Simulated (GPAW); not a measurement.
# 1T-HfO2 monolayer: work function by functional and basis, part 2 of 2

Wanted: work functions and dipole of 1T-HfO2 monolayer, with the cost of each level. Where a layer proves gapped, the work function hangs on where the smearing puts the Fermi level, and the band edges take its place.

GPAW 26.7.0; GPAW, PAW setups; layer in a repeated cell with vacuum, relaxation of atoms and in-plane cell (the session's first sound run).

So far, upper work function (eV): step 3 (plane waves, PBE) 6.92; step 5 (revPBE) 6.77; step 6 (GPAW, PAW setups) 7.13; step 7 (GPAW, PAW setups) 7.13; step 8 (RPBE) 6.72.

## 9. Real-space grid: mode = "fd"

Level of this step: GPAW, PAW setups; slab in vacuum (GPAW).

A real-space grid is a second complete basis, so it checks the plane-wave result.

The input, run.py:

```python
import json
import numpy as np
from ase import Atoms
from gpaw import GPAW

slab = Atoms(
    ['O', 'Hf', 'O'],
    positions=[
        [1.61060, 0.92988, 7.00000],
        [0.00000, 0.00000, 7.98915],
        [-0.00000, 1.85975, 8.97829]],
    cell=[[3.22119, 0.0, 0.0], [-1.6106, 2.78963, 0.0], [0.0, 0.0, 15.9783]],
    pbc=[True, True, False])

slab.calc = GPAW(mode='fd', h=0.18, xc='PBE', kpts={'size': (12, 12, 1), 'gamma': True},
                 occupations={'name': 'fermi-dirac', 'width': 0.05}, nbands='160%',
                 convergence={'density': 1e-05}, maxiter=200,
                 poissonsolver={'dipolelayer': 'xy'},
                 symmetry={'tolerance': 1e-3}, txt='slab.txt')
result = {}
energy = slab.get_potential_energy()
fermi = slab.calc.get_fermi_level()
v = slab.calc.get_electrostatic_potential().mean((0, 1)) - fermi
n = slab.calc.get_pseudo_density().mean((0, 1))
L = slab.cell[2, 2]
z = np.arange(len(v)) * L / len(v)
low, high = slab.positions[:, 2].min(), slab.positions[:, 2].max()
below, above = np.interp([low - 4.8, high + 4.8], z, v)
slopes = [np.interp(x, z, np.gradient(v, z)) for x in (low - 4.8, high + 4.8)]
eps = np.array([[slab.calc.get_eigenvalues(k, s) for k in range(len(slab.calc.get_ibz_k_points()))]
                for s in range(slab.calc.get_number_of_spins())]) - fermi
top, bottom = eps[eps < 0].max(), eps[eps > 0].min()
dipole = slab.get_dipole_moment()[2]
print(f'energy {energy:.4f} eV, Fermi level {fermi:.4f} eV, dipole {dipole:.5f} e A')
print(f'potential 4.8 A off the faces, from the Fermi level: lower {below:.4f} eV, upper {above:.4f} eV')
print(f'slope of the potential there: lower {slopes[0]:.5f}, upper {slopes[1]:.5f} eV/A')
print(f'nearest levels on the mesh: {top:.4f} and {bottom:.4f} eV')
print('magnetic moment', round(slab.get_magnetic_moment(), 3))
result.update(energy=energy, fermi=fermi, dipole=dipole, below=below, above=above, slopes=slopes, edges=[top, bottom],
              z=z.tolist(), v=v.tolist(), n=n.tolist(), positions=slab.positions.tolist(),
              forces=slab.get_forces(apply_constraint=False).tolist(), moments=slab.get_magnetic_moments().tolist())
json.dump(result, open('result.json', 'w'))
```

Launch:

```bash
OMP_NUM_THREADS=1 OPENBLAS_NUM_THREADS=1 python run.py
```

Output:

```text
energy -27.9714 eV, Fermi level -6.8398 eV, dipole -0.00006 e A
potential 4.8 A off the faces, from the Fermi level: lower 6.8392 eV, upper 6.8403 eV
slope of the potential there: lower -0.00001, upper 0.00001 eV/A
nearest levels on the mesh: -1.1429 and 3.6525 eV
magnetic moment 0.0
```

Wall time 46 s (1 thread of Arm Neoverse V2, shared host); peak memory 0.36 GiB.

Numbers from this step:

| Property | Result |
| --- | --- |
| dipole along the normal | -5.70e-5 e·Å |
| levels nearest the Fermi level on the mesh | -1.143, 3.652 eV from the Fermi level |
| upper work function | 6.840 eV |
| lower work function | 6.839 eV |
| upper ionisation energy | 7.983 eV |

The highest filled level lies 1.14 eV under the Fermi level, so the ionisation energy from the upper face is 6.840 + 1.14 = 7.983 eV, against 7.985 eV in the base run.

## 10. Atomic orbitals: mode = "lcao"

Atom-centred orbitals end a few angstrom from the surface, which tests how much the density's tail matters.

run.py: that of step 9 with these lines changed.

```diff
@@ -14,4 +14,4 @@
 
-slab.calc = GPAW(mode='fd', h=0.18, xc='PBE', kpts={'size': (12, 12, 1), 'gamma': True},
-                 occupations={'name': 'fermi-dirac', 'width': 0.05}, nbands='160%',
+slab.calc = GPAW(mode='lcao', basis='dzp', h=0.18, xc='PBE', kpts={'size': (12, 12, 1), 'gamma': True},
+                 occupations={'name': 'fermi-dirac', 'width': 0.05}, nbands='120%',
                  convergence={'density': 1e-05}, maxiter=200,
```

Output:

```text
energy -25.8983 eV, Fermi level -6.4986 eV, dipole -0.00006 e A
potential 4.8 A off the faces, from the Fermi level: lower 6.4981 eV, upper 6.4992 eV
slope of the potential there: lower -0.00000, upper 0.00000 eV/A
nearest levels on the mesh: -1.6645 and 3.0496 eV
magnetic moment 0.0
```

The job ended after 56 s (1 thread; peak memory 0.23 GiB).

This step gave:

```yaml
dipole_along_the_normal: -5.71e-5 e·Å
levels_nearest_the_fermi_level_on_the_mesh: -1.664, 3.050 eV from the Fermi level
upper_work_function: 6.499 eV
lower_work_function: 6.498 eV
upper_ionisation_energy: 8.164 eV
```

The highest filled level lies 1.66 eV under the Fermi level, so the ionisation energy from the upper face is 6.499 + 1.66 = 8.164 eV, against 7.985 eV in the base run.

## 11. The ladder

Times are for 1 thread of Arm Neoverse V2, shared host. Results by setting:

| no. | run | upper ionisation energy (eV) | time | memory (GiB) |
| --- | --- | --- | --- | --- |
| 1 | pw | 7.985 | 27 s | 0.2 |
| 2 | LDA | 8.344 | 27 s | 0.19 |
| 3 | revPBE | 7.848 | 27 s | 0.2 |
| 4 | vdW DF2 | 8.494 | 35 s | 0.34 |
| 5 | optPBE vdW | 8.242 | 35 s | 0.34 |
| 6 | RPBE | 7.838 | 28 s | 0.2 |
| 7 | fd | 7.983 | 46 s | 0.36 |
| 8 | lcao | 8.164 | 56 s | 0.23 |

## 12. Side by side

Results and costs are gathered.

This step: comparison of work functions, dipole and cost (GPAW 26.7.0).

Ladder, by row:

| step | code | work function, upper (eV) | work function, lower (eV) | dipole (e Å) | wall time (s) | peak memory (GiB) | threads |
| --- | --- | --- | --- | --- | --- | --- | --- |
| pw | GPAW | 6.917 | 6.915 | -1.20e-4 | 27.47 | 0.2 | 1 |
| LDA | GPAW | 7.276 | 7.275 | -1.20e-4 | 26.67 | 0.19 | 1 |
| revPBE | GPAW | 6.766 | 6.765 | -1.20e-4 | 27.22 | 0.2 | 1 |
| vdW-DF2 | GPAW | 7.133 | 7.131 | -1.20e-4 | 34.95 | 0.34 | 1 |
| optPBE-vdW | GPAW | 7.133 | 7.132 | -1.20e-4 | 35.35 | 0.34 | 1 |
| RPBE | GPAW | 6.724 | 6.723 | -1.20e-4 | 27.59 | 0.2 | 1 |
| fd | GPAW | 6.84 | 6.839 | -5.70e-5 | 45.99 | 0.36 | 1 |
| lcao | GPAW | 6.499 | 6.498 | -5.71e-5 | 56.3 | 0.23 | 1 |

## 13. A changed run

One more run, with changed settings.

This step: GPAW, PAW setups; slab in vacuum (GPAW 26.7.0).

run.py: that of step 10 with these lines changed.

```diff
@@ -14,5 +14,5 @@
 
-slab.calc = GPAW(mode='lcao', basis='dzp', h=0.18, xc='PBE', kpts={'size': (12, 12, 1), 'gamma': True},
-                 occupations={'name': 'fermi-dirac', 'width': 0.05}, nbands='120%',
-                 convergence={'density': 1e-05}, maxiter=200,
+slab.calc = GPAW(mode='fd', h=0.4, xc='PBE', kpts={'size': (12, 12, 1), 'gamma': True},
+                 occupations={'name': 'fermi-dirac', 'width': 0.05}, nbands='160%',
+                 convergence={'density': 1e-05}, maxiter=75,
                  poissonsolver={'dipolelayer': 'xy'},
```

Output:

```text
energy -47.1071 eV, Fermi level -5.2656 eV, dipole -0.00005 e A
potential 4.8 A off the faces, from the Fermi level: lower 5.2651 eV, upper 5.2662 eV
slope of the potential there: lower -0.00002, upper 0.00002 eV/A
nearest levels on the mesh: -1.9253 and 2.2046 eV
magnetic moment 0.0
```

Run time: 7.3 s. Hardware: 1 thread; peak memory 0.14 GiB.

The run finished. A setting was moved off its sound value on purpose, so it serves as a test and not as the result.

The fault put into the input: a grid far too coarse (mode = "fd" and h = 0.4).

Side by side:

| quantity | this run | sound run | difference |
| --- | --- | --- | --- |
| upper work function (eV) | 5.2662 | 6.9166 | -1.65 |
| lower work function (eV) | 5.2651 | 6.9155 | -1.65 |
| upper ionisation energy (eV) | 7.1915 | 7.9845 | -0.793 |

One result that differs is the lower work function, 5.27 eV against 6.92 eV.

## 14. Results

| Property | Result |
| --- | --- |
| work function, both faces (Fermi level placed in the gap by the smearing) | 6.92 eV |
| ionisation energy from the upper face (highest filled level on the mesh) | 7.98 eV |
| electron affinity from the upper face (lowest empty Kohn-Sham level on the mesh) | 3.19 eV |
| dipole along the normal | -1.2e-4 e Å, near the numerical noise |

**Reading.** With plane waves and PBE the ionisation energy from the upper face is 7.98 eV and the Kohn-Sham electron affinity 3.19 eV. The levels nearest the Fermi level on the mesh lie 4.80 eV apart, so the slab is gapped there: the smearing puts the Fermi level inside the gap, and from either face the ionisation energy is the work function plus 1.1 eV. Both are Kohn-Sham levels on the mesh, and semilocal gaps are too small, so the affinity tends to come out too large and the ionisation energy too small. Work functions of a gapped slab move with the place of the Fermi level in the gap; over the runs without a planted fault the highest filled level on the mesh lies 7.84 (RPBE) to 8.49 eV (vdW-DF2) under the upper vacuum level. With elements this heavy, spin-orbit coupling can move band edges by tenths of an eV. The layer's cell and atoms come from the relaxation; spin-orbit coupling and temperature are left out.

[Logs are printed without paths, hosts, clocks, repeated set-up lines and the standing remarks that a program may print on its own settings, such as how far it seeks lower states.]

[Hosts, paths, dates, database ids (printed as entryN), source tags and the programs' standing remarks are cut or masked in the printed files.]
